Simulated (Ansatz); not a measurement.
## Resistivity from frozen vibrations: V(100) with 4 thermally displaced layers, 2x2

Aim: the resistivity of V at 300 K from frozen thermal displacements between perfect leads.

Calculated with Ansatz 0.2.0; Ansatz plane-wave DFT, PBE, PAW files; ballistic transport by layer matching (Landauer), zero bias; PAW set soft_1.

### 1. The structure

The cell holds 56 atoms: 56 V. Its edges and angles: a = 6.052 Å, b = 6.052 Å, c = 21.182 Å, α = 90.0°, β = 90.0°, γ = 90.0°. It derives from V. Regions: lead, 40 atoms (40 V); scattering region, 16 atoms (16 V). The structure is stacked along c, and the current runs across the ab planes.

### 2. With 4 displaced layers

Each atom of 4 layers is moved at random, by amounts drawn from a normal law 0.0787 Å wide in each direction from the Debye model (380 K) at 300 K. The layers about the cell's end stay perfect and serve as the lead. Disorder leaves little or no symmetry, which makes such runs dear. Energies from -0.05 to 0.05 eV in steps of 0.05 eV are too few for the program's thermal sum, so it prints no conductance; for a metal the transmission near the Fermi level serves, at a fraction of the cost.

The input, input.yaml:

```yaml
crystal:
  lattice:
    - [6.052, 0.0, 0.0]
    - [0.0, 6.052, 0.0]
    - [0.0, 0.0, 21.182]
  atoms:
    - { symbol: V, position: [0.0, 0.0, 0.0357142857] }
    - { symbol: V, position: [0.0, 0.5, 0.0357142857] }
    - { symbol: V, position: [0.5, 0.0, 0.0357142857] }
    - { symbol: V, position: [0.5, 0.5, 0.0357142857] }
    - { symbol: V, position: [0.25, 0.25, 0.1071428571] }
    - { symbol: V, position: [0.25, 0.75, 0.1071428571] }
    - { symbol: V, position: [0.75, 0.25, 0.1071428571] }
    - { symbol: V, position: [0.75, 0.75, 0.1071428571] }
    - { symbol: V, position: [0.0, 0.0, 0.1785714286] }
    - { symbol: V, position: [0.0, 0.5, 0.1785714286] }
    - { symbol: V, position: [0.5, 0.0, 0.1785714286] }
    - { symbol: V, position: [0.5, 0.5, 0.1785714286] }
    - { symbol: V, position: [0.25, 0.25, 0.25] }
    - { symbol: V, position: [0.25, 0.75, 0.25] }
    - { symbol: V, position: [0.75, 0.25, 0.25] }
    - { symbol: V, position: [0.75, 0.75, 0.25] }
    - { symbol: V, position: [0.0, 0.0, 0.3214285714] }
    - { symbol: V, position: [0.0, 0.5, 0.3214285714] }
    - { symbol: V, position: [0.5, 0.0, 0.3214285714] }
    - { symbol: V, position: [0.5, 0.5, 0.3214285714] }
    - { symbol: V, position: [0.2516352186, 0.2482818743, 0.3952369117] }
    - { symbol: V, position: [0.251364307, 0.7430332064, 0.3942008065] }
    - { symbol: V, position: [0.766959527, 0.2623175189, 0.3902421086] }
    - { symbol: V, position: [0.7335422171, 0.7418938346, 0.3930107075] }
    - { symbol: V, position: [0.9697611803, 0.9971544455, 0.4596559904] }
    - { symbol: V, position: [0.9904762979, 0.4929214919, 0.4631103635] }
    - { symbol: V, position: [0.5053535728, 0.013558691, 0.4638080879] }
    - { symbol: V, position: [0.5177719121, 0.4913486299, 0.4655919028] }
    - { symbol: V, position: [0.261750327, 0.2512227025, 0.532951491] }
    - { symbol: V, position: [0.2380122501, 0.7440469224, 0.5365325164] }
    - { symbol: V, position: [0.7368691363, 0.2472795102, 0.535122616] }
    - { symbol: V, position: [0.7570341142, 0.7527918076, 0.5370348275] }
    - { symbol: V, position: [0.9914964543, 0.9983142747, 0.6100560589] }
    - { symbol: V, position: [0.0194232247, 0.483624881, 0.6127684992] }
    - { symbol: V, position: [0.5175041486, 0.0101615578, 0.608125557] }
    - { symbol: V, position: [0.4959171915, 0.5189626843, 0.6144270492] }
    - { symbol: V, position: [0.25, 0.25, 0.6785714286] }
    - { symbol: V, position: [0.25, 0.75, 0.6785714286] }
    - { symbol: V, position: [0.75, 0.25, 0.6785714286] }
    - { symbol: V, position: [0.75, 0.75, 0.6785714286] }
    - { symbol: V, position: [0.0, 0.0, 0.75] }
    - { symbol: V, position: [0.0, 0.5, 0.75] }
    - { symbol: V, position: [0.5, 0.0, 0.75] }
    - { symbol: V, position: [0.5, 0.5, 0.75] }
    - { symbol: V, position: [0.25, 0.25, 0.8214285714] }
    - { symbol: V, position: [0.25, 0.75, 0.8214285714] }
    - { symbol: V, position: [0.75, 0.25, 0.8214285714] }
    - { symbol: V, position: [0.75, 0.75, 0.8214285714] }
    - { symbol: V, position: [0.0, 0.0, 0.8928571429] }
    - { symbol: V, position: [0.0, 0.5, 0.8928571429] }
    - { symbol: V, position: [0.5, 0.0, 0.8928571429] }
    - { symbol: V, position: [0.5, 0.5, 0.8928571429] }
    - { symbol: V, position: [0.25, 0.25, 0.9642857143] }
    - { symbol: V, position: [0.25, 0.75, 0.9642857143] }
    - { symbol: V, position: [0.75, 0.25, 0.9642857143] }
    - { symbol: V, position: [0.75, 0.75, 0.9642857143] }
kpoints:
  mp_grid: { grid: [4, 4, 1] }
hamiltonian:
  xc: pbe
  pseudopotentials: { kind: paw, azcp: { folder: soft_1 } }
scf:
  occupations: { method: fermi_dirac, width: 0.1 }
output:
  transmission: { leads: [[0, 4]], kmesh: [8, 8], e_range: [-0.05, 0.05], de: 0.05 }
  write_potential: true
  write_density: true
  volumetric_format: npy
  elf: true
```

Run with:

```bash
$ ansatz run input.yaml --threads 4 --pin off --max-ram 15360MiB --backend cpu --events-out ev --progress --plain --runs-dir out
```

Numbers of over 12 decimals in the logs are rounded to 6 here.

Output:

```text
Engine: ansatz 0.2.0, aarch64-unknown-linux-gnu
Pseudopotentials: kind: paw
Pseudopotential: V, paw, valence charge 13, recommended cutoff 420 eV (normal), soft_1/V.paw.azcp
Functional definition: PBE
  parameter kappa = 0.804
  parameter beta = 0.066725
  exchange = pbe_x(kappa = kappa, mu = beta*pi^2/3)
  correlation = pbe_c(beta = beta)
Crystal: 56 atoms, lattice volume = 775.827 Å³
Basis set: ecut = 420 eV, 15155 PW (Γ)
Bands: 437, of which v1, the nominal top of the filled ones, is band 364 counted from 1 (363 counted from 0)
Symmetry: 1 space group operations
Space group: P1 (ITA 1), of the structure as read, at distance tolerance 9.2e-5 Å
k-points: 10 of 16 (time reversal used)
Non-local potential: V, projectors of the file, l = 0: 3, l = 1: 2, l = 2: 3, l = 3: 1
PAW form: soft (Blöchl's): semilocal exchange-correlation on the pseudo side does not see the compensation charge
PAW one-centre angular grid: V, 590 points (default); XC on 64 Gauss nodes
Initial density: superposition of atomic densities (chi_scale 0.1, normalization cell)
Initial wavefunctions: pseudopotential atomic-orbital guess
Functional: x = pbe(κ = 0.804, μ = 0.219515), c = pbe(β = 0.066725)
SCF iter   1: F=—  HF=-163110.440898 eV  |F-HF|=—  |Δ(HF+E_count)|=         —  Δρ=8.40e-2  dr2=7.12e1  ethr=3.10e-3  ⟨swp⟩=6.3  Hψ=15519  notcnv=0
preconditioner: auto → Kerker (q_TF=auto, 2.700 Å⁻¹)  [metal: Δε(μ)=0.006 eV  Ē_g=3.247 eV  σ=0.100 eV  W_gap=0.02  n_scr=262 (ndim 8)  ℏωp=22.3 eV  f_vac=0.000  D(μ)=88.81/eV (n_scr^D=1242)]
SCF iter   2: F=—  HF=-163096.553443 eV  |F-HF|=—  |Δ(HF+E_count)|=    1.39e1  Δρ=3.03e-2  dr2=9.42e0  ethr=3.10e-3  ⟨swp⟩=3.7  Hψ=9417  notcnv=0
SCF iter   3: F=—  HF=-163095.581179 eV  |F-HF|=—  |Δ(HF+E_count)|=   9.72e-1  Δρ=9.75e-3  dr2=4.99e-1  ethr=1.29e-3  ⟨swp⟩=2.7  Hψ=6441  notcnv=0
SCF iter   4: F=—  HF=-163095.675147 eV  |F-HF|=—  |Δ(HF+E_count)|=   9.40e-2  Δρ=2.10e-3  dr2=2.88e-2  ethr=6.86e-5  ⟨swp⟩=2.1  Hψ=7090  notcnv=0
SCF iter   5: F=—  HF=-163095.674254 eV  |F-HF|=—  |Δ(HF+E_count)|=   8.93e-4  Δρ=3.55e-4  dr2=1.15e-3  ethr=3.96e-6  ⟨swp⟩=2.0  Hψ=5381  notcnv=0
SCF iter   6: F=—  HF=-163095.674364 eV  |F-HF|=—  |Δ(HF+E_count)|=   1.10e-4  Δρ=1.41e-4  dr2=2.44e-4  ethr=1.58e-7  ⟨swp⟩=2.0  Hψ=8087  notcnv=0
SCF iter   7: F=—  HF=-163095.674360 eV  |F-HF|=—  |Δ(HF+E_count)|=   4.16e-6  Δρ=5.28e-5  dr2=2.52e-5  ethr=3.35e-8  ⟨swp⟩=2.0  Hψ=5418  notcnv=0
SCF iter   8: F=—  HF=-163095.674515 eV  |F-HF|=—  |Δ(HF+E_count)|=   1.56e-4  Δρ=1.81e-5  dr2=4.38e-6  ethr=3.46e-9  ⟨swp⟩=2.0  Hψ=5810  notcnv=0
SCF iter   9: F=—  HF=-163095.674515 eV  |F-HF|=—  |Δ(HF+E_count)|=   2.06e-7  Δρ=4.59e-6  dr2=2.48e-7  ethr=6.02e-10  ⟨swp⟩=2.0  Hψ=5178  notcnv=0
SCF iter  10: F=-163095.674515 eV  HF=-163095.674515 eV  |F-HF|=3.68e-8  |Δ(HF+E_count)|=   1.63e-8  Δρ=1.87e-6  dr2=3.98e-8  ethr=1.37e-11  ⟨swp⟩=9.9  Hψ=10877  notcnv=0
SCF 1 converged in 10 iterations: F = -163095.674515 eV  dr2 = 3.98e-8
  greatest PAW one-centre occupation: 1.000 electrons in one spin orbital (limit 2), on the V atom at site 43 (counted from 0), in its partial waves of l = 0
transmission: 96 of 918 steps passed
transmission: 186 of 918 steps passed
[...]
transmission: 918 of 918 steps passed
SCF converged after 10 iterations
Free energy (F): -163095.674515 eV
Harris-Foulkes:  -163095.674515 eV  (|F-HF|=3.68e-8)
Internal energy: -163092.407240 eV  (E = F + TS)
E sigma→0 (E₀):  -163094.040878 eV
Entropy (-TS):   -3.267275 eV (-58.344 meV/atom)
Fermi energy:    16.057362 eV
--- Per-component energies (eV) ---
  E_band       = -8458.802822
  E_kinetic    = 16525.419563
  E_local      = -56193.878098  (includes V_loc(G=0)·N_el)
  E_nonlocal   = 4553.280887
  E_hartree    = 23326.034686
  E_xc         = -6436.842997
  E_vxc        = -8142.676214  (∫ρ·V_xc dr)
  E_paw        = -63007.620193  (= ΣΔE_a)
  E_vpaw       = -11853.046773  (= ΣTr[D̂ρ^β])
  E_aug_tail   = 0.055656  (compensation charges beyond the density's cutoff)
  E_ewald      = -81858.856745
  E_smearing   = -3.267275  (= −TS)
  E_closure    = 0.000000  (closes the sum)
  Σ components = -163095.674515   (vs F -163095.674515, Δ=0.00e0)
--- Band table (eV; the first three rows and the last of 10) ---
  k-point 0: bands = [... 360 lower, 16.4331, 16.4393, 16.4405, 16.4471, 16.4586, 16.4644, 16.5500, 16.5834, ... 69 higher]
  k-point 1: bands = [... 360 lower, 16.2769, 16.2911, 16.3020, 16.3155, 16.3234, 16.3329, 16.3510, 16.3603, ... 69 higher]
  k-point 2: bands = [... 360 lower, 15.9531, 15.9557, 15.9632, 15.9677, 15.9713, 15.9825, 15.9856, 15.9921, ... 69 higher]
  k-point 9: bands = [... 360 lower, 15.5789, 15.5869, 15.5976, 15.6018, 15.6305, 15.6377, 15.6403, 15.6514, ... 69 higher]
--- Transmission ---
  basis      : 325 plane waves across, 27 finite elements along
  points     : 34, standing for a mesh of 8 x 8
  energies   : 3 from -0.050000 to 0.050000 eV about the Fermi level, 0.050000 eV apart; the leads are filled to 0.000000 eV, and channels, transmission and decay are at 0.000000 eV
  crystal 0  : V4, at the sites [0, 4], period 1.5130 Å, over 15.13 Å; its Hamiltonian steps by up to 2.3 meV
    offset         : up to 0.0000 Å between an atom of the period and one for which it stands
    channels       : 1.004688e1 a spin
    conductance    : none, the energies end too early or step too widely for 300 K: set another output.transmission.e_range or a lower de, or, where they end at an eighth of basis.ecutwfc, a higher one
  junction   : crystal 0 to crystal 0, 0.70 to 20.37 Å
    transmission   : 7.188401e0 a spin
    conductance    : none, the energies end too early or step too widely for 300 K: set another output.transmission.e_range or a lower de, or, where they end at an eighth of basis.ecutwfc, a higher one
```

Run time: 11 min. Hardware: 4 threads of Arm Neoverse V2, shared host; peak memory 6.7 GiB; 38 min of CPU time.

Reading the cycles: dr2 is the Hartree energy of the density residual (eV), the measure of convergence; HF is the Harris–Foulkes estimate of the energy, which meets the free energy F at convergence.

This run has no spin polarisation, although V can carry a moment.

This step gave:

```
free energy                                    : -163095.6745 eV
energy at zero smearing                        : -163094.0409 eV
Fermi energy                                   : 16.06 eV
cell area                                      : 36.63 Å²
transmission per spin nearest the Fermi level  : 7.188
open channels per spin nearest the Fermi level : 10.05
step of the lead's potential                   : 2.3 meV
```

Per spin. Transmission, zone mean against energy, zero at the Fermi level:

| energy (eV) | transmission, zone mean |
| --- | --- |
| -0.0500 | 7.28 |
| 0.0000 | 7.19 |
| 0.0500 | 6.83 |

Per spin. Open channels, zone mean, lead against energy, zero at the Fermi level:

```csv
energy (eV),"open channels, zone mean, lead"
-0.0500,10.4
0.0000,10.0
0.0500,9.42
```

Transmission over k1 and k2. At 0.0000 eV from the Fermi level.

Ten even steps from '_' (2.2) to '@' (10.7):
```
::__==######--__
..--**%%@@@@**--
::**%%%%@@%%@@**
++##@@@@@@@@@@##
::**@@%%@@%%%%**
..--**@@@@%%**--
::__--######==__
..::..::++::..::
```
Columns: k1 (b1) from -0.5 to 0.375; rows upwards: k2 (b2) from -0.5 to 0.375.

Open channels over k1 and k2. At 0.0000 eV from the Fermi level.

Values, 8 rows by 8 columns:
```
 6.0  4.0  9.0 12.0 12.0 12.0  9.0  4.0
 6.0  9.0 12.0 14.0 14.0 14.0 12.0  9.0
 6.0 12.0 14.0 11.0 11.0 11.0 14.0 12.0
10.0 12.0 14.0 11.0 11.0 11.0 14.0 12.0
 6.0 12.0 14.0 11.0 11.0 11.0 14.0 12.0
 6.0  9.0 12.0 14.0 14.0 14.0 12.0  9.0
 6.0  4.0  9.0 12.0 12.0 12.0  9.0  4.0
 4.0  6.0  6.0  6.0 10.0  6.0  6.0  6.0
```
Columns: k1 (b1) from -0.5 to 0.375; rows upwards: k2 (b2) from -0.5 to 0.375.

ELF in the ca plane at fractional y = 0.000, with atoms of V within 0.2 Å of it. It is the smooth field of the valence electrons, not physical close to the nuclei.

Ten even steps from '0' (0.15) to '9' (0.71), each cell a mean:
```
30699703404998123059982151179960321799603305
51245215621453045137851364036521551255115511
64100146652000366411112565310025664100146642
56544565566434666652246655653366556544665566
55311355564212456652135655520136655311455554
62111125631111146411211465123313662111136631
40488504513786124127872152179840541588404403
20799702305998213039993041289960321799702306
30699703404998124138982152179840421699603305
51255215621453146303431364013212641255215511
64100146652001366520003565410135654100246642
56544565566435665565456555654566556544665566
55421355564213565554445555532245555312455554
62011025631110156410002565100003662011036630
40488504513886135215530363058730540588404403
20799702305998213059981151189960321799702306
```
Columns run along c (16.0 Å, from fractional 0.12 to 0.88 of the cell), rows up along a (6.1 Å). Atoms in or near the plane, at fractional coordinates: V at (0.18, 0.00), V at (0.18, 0.50), V at (0.32, 0.00), V at (0.32, 0.50), V at (0.46, 0.97), V at (0.46, 0.51), V at (0.61, 0.99), V at (0.61, 0.52), V at (0.75, 0.00), V at (0.75, 0.50).

Valence density in the ca plane at fractional y = 0.000, with atoms of V within 0.2 Å of it. It is the smooth field of the valence electrons, not physical close to the nuclei.

Ten even steps from '0' (0 e/Å³) to '9' (15 e/Å³), each cell a mean:
```
00266200001573000017940000037620000266100001
00011000000110000003310000002100000011000000
00000000000000000000000000000000000000000000
00000000000000000000000000000000000000000000
00000000000000000000000000000000000000000000
00000000000000000000000000001000000000000000
00133100000341000003420000025410000133100000
00288300001794000016951000049710000388200002
00266200001573000004630000025410000266100001
00011000000110000000100000000000000011000000
00000000000000000000000000000000000000000000
00000000000000000000000000000000000000000000
00000000000000000000000000000000000000000000
00000000000000000000000000000000000000000000
00133100000341000001100000013200000133100000
00289300001794000016730000038720000398200002
```
Columns run along c (16.0 Å, from fractional 0.12 to 0.88 of the cell), rows up along a (6.1 Å). Atoms in or near the plane, at fractional coordinates: V at (0.18, 0.00), V at (0.18, 0.50), V at (0.32, 0.00), V at (0.32, 0.50), V at (0.46, 0.97), V at (0.46, 0.51), V at (0.61, 0.99), V at (0.61, 0.52), V at (0.75, 0.00), V at (0.75, 0.50).

Electrostatic potential energy in the ca plane at fractional y = 0.000, with atoms of V within 0.2 Å of it. With pseudopotentials it is smooth inside the atoms' cores, unlike the true potential.

Values in eV, 9 rows by 16 columns, each cell a mean:
```
  6 -21   8   5 -21   8  -2 -22   9   6 -22   6   4 -21   9   4
 16  10  17  16  10  17  13   2  16  16   8  16  16  10  17  16
 17  14  17  17  14  17  17  13  17  16  11  17  17  14  17  17
  9 -16  10   8 -16  10   7 -17  11   6 -20   9   7 -16  11   7
  1 -23   4   1 -23   4   1 -23   6   2 -23   5   0 -23   6   0
 12  -7  13  12  -7  14  12  -5  14  14  -1  15  11  -7  14  11
 17  16  18  17  16  18  18  17  18  18  17  18  17  16  18  17
 14   1  15  14   1  15  15  10  17  15   4  15  14   1  15  14
  3 -23   5   2 -23   5   1 -20  11   5 -23   5   1 -23   7   1
```
Columns run along c (16.0 Å, from fractional 0.12 to 0.88 of the cell; values clipped at the 3rd and 97th percentile), rows up along a (6.1 Å). Atoms in or near the plane, at fractional coordinates: V at (0.18, 0.00), V at (0.18, 0.50), V at (0.32, 0.00), V at (0.32, 0.50), V at (0.46, 0.97), V at (0.46, 0.51), V at (0.61, 0.99), V at (0.61, 0.52), V at (0.75, 0.00), V at (0.75, 0.50).

Over the solved energies the transmission per spin lies between 6.83 and 7.28, out of 9.96 channels of the lead on average (up to 10.4).

[end of part 1 of 2]

[Logs are printed without paths, hosts, clocks, repeated set-up lines and the standing remarks that a program may print on its own settings, such as how far it seeks lower states.]

[Hosts, paths, dates, database ids (printed as entryN), source tags and the programs' standing remarks are cut or masked in the printed files.]
